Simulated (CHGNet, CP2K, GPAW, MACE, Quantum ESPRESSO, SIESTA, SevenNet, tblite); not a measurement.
## tblite runs on ZnTeH4N2 (P2_1) (96 atoms)

Wanted: tblite inputs and outputs for ZnTeH4N2 (P2_1) (96 atoms), checked against a plane-wave reference.

Main program and level: tblite 0.8.0; the method is named at each step.

## (1) Set-up

The cell holds 96 atoms: 12 Zn, 12 Te, 48 H and 24 N. Cell: a = 12.667 Å, b = 13.811 Å, c = 7.303 Å, α = 90.0°, β = 98.9°, γ = 90.0°. It derives from ZnTeH4N2 (P2_1), repeated 3×2×1. ZnTeH4N2, space group P2_1, structure from the Crystallography Open Database, 3 x 2 x 1 conventional cells; positions as listed; bonds to H set to neutron lengths (C-H 1.089, N-H 1.015, O-H 0.983, B-H 1.19 Å) where the listed ones are shorter. Then every atom was moved at random, 0.03 Å r.m.s. a Cartesian component (hydrogen 0.6 of that).

The yardstick, on the same geometry:

| Property | Result |
| --- | --- |
| method | Kohn-Sham DFT, PBE, SSSP efficiency 1.3.0 pseudopotentials, plane waves (Quantum ESPRESSO 7.5); sssp-pbe-1.3.0-efficiency, cutoffs 60/480 Ry, Γ point |
| r.m.s. force component | 0.929 eV/Å |
| longest force | 4.68 eV/Å |
| pressure | 3.176 GPa |
| gap (highest filled to lowest empty level) | 2.235 eV |
| time | 7.4 min on 2 MPI ranks of Arm Neoverse V2, shared host |
| CPU time | 15 min |

## (2) GFN1-xTB

Method: GFN1-xTB tight binding, diagonalisation.

Input file run.py:

```python
import numpy as np
from ase.io import read
from tblite.ase import TBLite

atoms = read("structure.xyz")
atoms.calc = TBLite(method="GFN1-xTB", electronic_temperature=580, accuracy=1.0, max_iterations=250, mixer_damping=0.1, verbosity=1)
energy = atoms.get_potential_energy()
forces = atoms.get_forces()
print(f"energy {energy:.6f} eV")
print("forces (eV/A)")
for i, (a, f) in enumerate(zip(atoms, forces)):
    print(f"{i:4d} {a.symbol:2s} {f[0]:10.5f} {f[1]:10.5f} {f[2]:10.5f}")
stress = -atoms.get_stress(voigt=False) * 160.21766
print("stress (GPa, compression positive)")
for row in stress:
    print(" ".join(f"{x:10.4f}" for x in row))
print("charges (e)")
print(np.array2string(atoms.get_charges(), precision=4, suppress_small=True, max_line_width=110, threshold=100000))
```

Input file structure.xyz:

```xyz
96
Lattice="12.66660 0.00000 0.00000 0.00000 13.81140 0.00000 -1.13339 0.00000 7.21462" Properties=species:S:1:pos:R:3 pbc="T T T"
Zn 2.67375 6.56428 3.98175
Zn 0.48248 3.12580 3.24449
Te 2.57212 2.26134 4.52631
Te 0.49576 5.73670 2.71003
H 2.50007 4.73551 5.82508
H 0.59663 1.30573 1.38982
H -0.74998 5.97633 6.36402
H 3.85231 2.52293 0.83762
H 1.51175 0.34625 6.59719
H 1.58892 3.82175 0.59730
H 3.11711 6.06030 0.43143
H -0.04029 2.64171 6.79552
N 2.58304 5.77910 5.88958
N 0.49503 2.35968 1.34719
N 1.48039 6.28847 6.72424
N 1.50854 2.81090 0.55185
Zn 2.60959 13.48324 3.97576
Zn 0.50675 10.04987 3.20127
Te 2.58150 9.22339 4.56657
Te 0.46417 12.59738 2.69343
H 2.49029 11.64867 5.80835
H 0.57626 8.23933 1.41710
H -0.74240 12.90289 6.36575
H 3.85226 9.39686 0.84844
H 1.50049 7.27129 6.63579
H 1.58255 10.71406 0.56692
H 3.08434 13.02153 0.45301
H -0.04192 9.56771 6.79863
N 2.55601 12.67375 5.80200
N 0.50889 9.27656 1.33882
N 1.52191 13.11738 6.71068
N 1.62625 9.68069 0.49196
Zn 6.84539 6.60088 3.94936
Zn 4.66824 3.17110 3.19398
Te 6.86388 2.33647 4.49608
Te 4.71140 5.66751 2.66039
H 6.72663 4.79822 5.80676
H 4.79506 1.30131 1.39170
H 3.45261 5.98628 6.33862
H 8.05758 2.51892 0.83228
H 5.72854 0.35523 6.61357
H 5.78443 3.82369 0.58958
H 7.34548 6.11444 0.46289
H 4.18866 2.63190 6.82243
N 6.77714 5.78546 5.88352
N 4.73665 2.26907 1.29748
N 5.76863 6.22065 6.75108
N 5.80142 2.76739 0.50560
Zn 6.87375 13.43670 3.98088
Zn 4.64193 10.04600 3.23244
Te 6.81641 9.15116 4.54427
Te 4.72405 12.66036 2.69921
H 6.72692 11.67961 5.79601
H 4.77426 8.21157 1.39992
H 3.47595 12.89239 6.36741
H 8.07229 9.45377 0.84021
[... 36 atom lines left out ...]
N 11.04263 12.68342 5.90358
N 8.98608 9.26441 1.30448
N 9.97864 13.15757 6.74856
N 10.01990 9.67323 0.51851
```

Started as:

```bash
$ OMP_NUM_THREADS=1 python run.py > output.txt
```

The log of the run:

```text
------------------------------------------------------------
  cycle        total energy    energy error   density error
------------------------------------------------------------
      1     -158.2446393127  -1.5890238E+02   5.3419266E-01
      2     -158.4259558877  -1.8131657E-01   4.6584301E-01
      3     -158.6404962489  -2.1454036E-01   1.2863185E-01
      4     -158.6994272983  -5.8931049E-02   7.2352024E-02
      5     -158.7498115718  -5.0384273E-02   2.4265772E-02
      6     -158.7537087954  -3.8972236E-03   6.4112198E-03
      7     -158.7540409744  -3.3217897E-04   4.7215050E-03
      8     -158.7543641509  -3.2317651E-04   1.2502449E-03
      9     -158.7543867257  -2.2574802E-05   6.4568426E-04
     10     -158.7543947955  -8.0697665E-06   1.2969356E-04
     11     -158.7543949256  -1.3015560E-07   4.1519016E-05
     12     -158.7543949315  -5.8936109E-09   2.8503175E-05
     13     -158.7543949432  -1.1687632E-08   1.0697264E-05
------------------------------------------------------------
 total:                                   2.516 sec
energy -4319.927124 eV
forces (eV/A)
   0 Zn   -0.36126    0.87199   -1.16622
   1 Zn   -0.11262    0.85681    1.12364
   2 Te    0.37643   -0.01707    0.31068
   3 Te   -0.06588    0.08041   -0.15404
   4 H    -0.12062    0.94750    0.34137
   5 H    -0.21812    1.15789   -0.11445
   6 H     0.50716    0.07196    0.65193
   7 H     0.30439   -0.33954   -0.10030
   8 H    -0.07790   -0.72239   -0.17717
   9 H    -0.30276    0.37670    0.48391
  10 H    -1.41173    0.61165   -0.58206
  11 H     0.96388    0.23349    0.71458
  12 N    -0.99544   -1.09392   -0.56262
  13 N    -2.11657   -2.21058    1.09960
  14 N     2.02487   -2.77966    1.78939
  15 N     1.37692   -0.04037   -3.73599
  16 Zn   -0.13718    0.84803   -1.41709
  17 Zn   -0.18983    0.54455    1.42252
  18 Te    0.20887   -0.33637    0.22529
  19 Te    0.07065    0.32677   -0.29322
  20 H    -0.01459    0.01660   -0.04849
  21 H     0.04627    0.59846   -0.12003
  22 H     0.00019   -0.11547    0.23547
  23 H    -0.90187    0.30635   -0.90131
[...]
88 H     0.30014    0.69963   -0.55490
  89 H     0.41503   -0.64004    0.10954
  90 H     0.26894   -0.13128    2.42825
  91 H     1.01653   -0.06893    0.01798
  92 N     0.55803    1.20559   -0.50144
  93 N    -2.95034   -3.24507    2.05801
  94 N    -0.39399   -0.81666   -0.99946
  95 N     0.55597    1.79615   -3.04702
stress (GPa, compression positive)
    0.6030     0.1160    -2.5160
    0.1160     0.2259    -0.2093
   -2.5160    -0.2093     2.9274
charges (e)
[ 0.1967  0.2102 -0.2515 -0.2549  0.1716  0.1644  0.1864  0.1832  0.1754  0.1789  0.1511  0.1423 -0.3057
 -0.2755 -0.3597 -0.3505  0.2141  0.2213 -0.2434 -0.2542  0.1721  0.1729  0.1875  0.1944  0.1908  0.1797
  0.1494  0.1542 -0.2794 -0.3018 -0.3549 -0.3525  0.1945  0.204  -0.2597 -0.2226  0.1761  0.1814  0.192
  0.1915  0.1859  0.1729  0.1513  0.1593 -0.2932 -0.3061 -0.3574 -0.3493  0.2002  0.1955 -0.2425 -0.2448
  0.1716  0.1783  0.1772  0.1785  0.1757  0.1827  0.1507  0.1666 -0.294  -0.309  -0.3518 -0.3616  0.1942
  0.2164 -0.2406 -0.254   0.1723  0.172   0.1816  0.1857  0.1861  0.1885  0.1445  0.1599 -0.2937 -0.3176
 -0.3469 -0.3664  0.2011  0.1956 -0.25   -0.2176  0.1802  0.1593  0.1863  0.1915  0.1807  0.1704  0.17
  0.148  -0.3112 -0.2821 -0.3711 -0.3396]
```

Wall time 3.3 s (1 thread of Arm Neoverse V2, shared host); peak memory 0.1 GiB.

Banners, paths, timers and routine set-up lines are dropped from the logs unmarked, and long logs keep their key lines alone; longer cuts are marked.

Against the reference:

```yaml
r_m_s_force_component: 0.9426 eV/Å
r_m_s_difference_of_force_components: 382.9 meV/Å
longest_difference_of_force_vectors: 1317 meV/Å
force_difference_over_r_m_s_force: 41.21 %
slope_of_forces_against_the_reference_s: 0.9298
correlation_of_force_components: 0.9164
pressure: 1.252 GPa
pressure_difference: -1.924 GPa
```

Length of the force difference by element (eV/Å):

| element | atoms | mean | most |
| --- | --- | --- | --- |
| H | 48 | 0.49 | 0.86 |
| N | 24 | 0.62 | 1.0 |
| Te | 12 | 0.17 | 0.22 |
| Zn | 12 | 1.2 | 1.3 |

A closer look about Zn34, one of the 12 Zn atoms: 9 atoms, nearest first, numbered in the order of the input, with positions taken from that point.

| atom | x | y | z | distance (Å) | bonds | Mulliken charge (e) | Fx | Fy | Fz (eV/Å) |
| --- | --- | --- | --- | --- | --- | --- | --- | --- | --- |
| Zn34 | 0.00 | 0.00 | 0.00 | 0.00 | 4 | 0.20 | 0.13 | 0.05 | 1.34 |
| N46 | 0.07 | -0.90 | -1.90 | 2.10 | 4 | -0.31 | -1.37 | 1.95 | 0.90 |
| Te36 | 0.04 | 2.50 | -0.53 | 2.55 | 3 | -0.22 | -0.01 | 0.58 | -0.39 |
| H8 | -0.82 | -0.65 | -2.36 | 2.58 | 1 | 0.18 | 0.30 | -0.34 | -0.10 |
| H38 | 0.13 | -1.87 | -1.80 | 2.60 | 1 | 0.18 | 0.33 | -2.13 | -0.19 |
| Te3 | -2.10 | -0.91 | 1.33 | 2.65 | 3 | -0.25 | 0.38 | -0.02 | 0.31 |
| Te35 | 2.20 | -0.83 | 1.30 | 2.69 | 3 | -0.26 | -0.69 | -0.63 | 0.46 |
| H42 | 1.12 | 0.65 | -2.60 | 2.91 | 1 | 0.17 | -0.03 | -1.16 | 0.37 |
| N48 | 1.13 | -0.40 | -2.69 | 2.95 | 3 | -0.35 | -0.25 | 1.05 | -1.38 |

Atoms are counted from 1 here, from 0 in the log.

Forces lie 41 % from the reference's, at 0.0036 times its CPU time (on 1 against 2 cores).

## (3) What came out

| Quantity | Value |
| --- | --- |
| force difference from the reference | tblite GFN1-xTB, 41 % |
| its CPU time | 3.2 s |

**Reading.** Tight binding differs by 41 % (tblite GFN1-xTB); it is another model, with fitted parameters of its own, and the xTB methods hold dispersion. One electronic-structure run takes under half the reference's CPU time: tblite GFN1-xTB, at 41 % in 3.2 s against 15 min; its pressure misses by -1.9 GPa. Periodic xTB results under one method name differ between programs and library versions. The reference's pressure holds the uncorrected Pulay stress of its 60 Ry basis, so small pressure differences, and their order, may be the reference's own error. The reference's pressure of 3.2 GPa belongs to a cell and atoms that aren't relaxed at this level. The electronic-structure runs sample only Γ, in a cell whose shortest periodic width is 7 Å. Spin–orbit coupling is left out, which matters for the levels of the heavy elements.

[Also dropped from logs without a mark: logging warnings of Python, and SIESTA's first energy breakdown and zero terms.]

[Logs are printed without paths, hosts, clocks, repeated set-up lines and the standing remarks that a program may print on its own settings, such as how far it seeks lower states.]

[Hosts, paths, dates, database ids (printed as entryN), source tags and the programs' standing remarks are cut or masked in the printed files.]
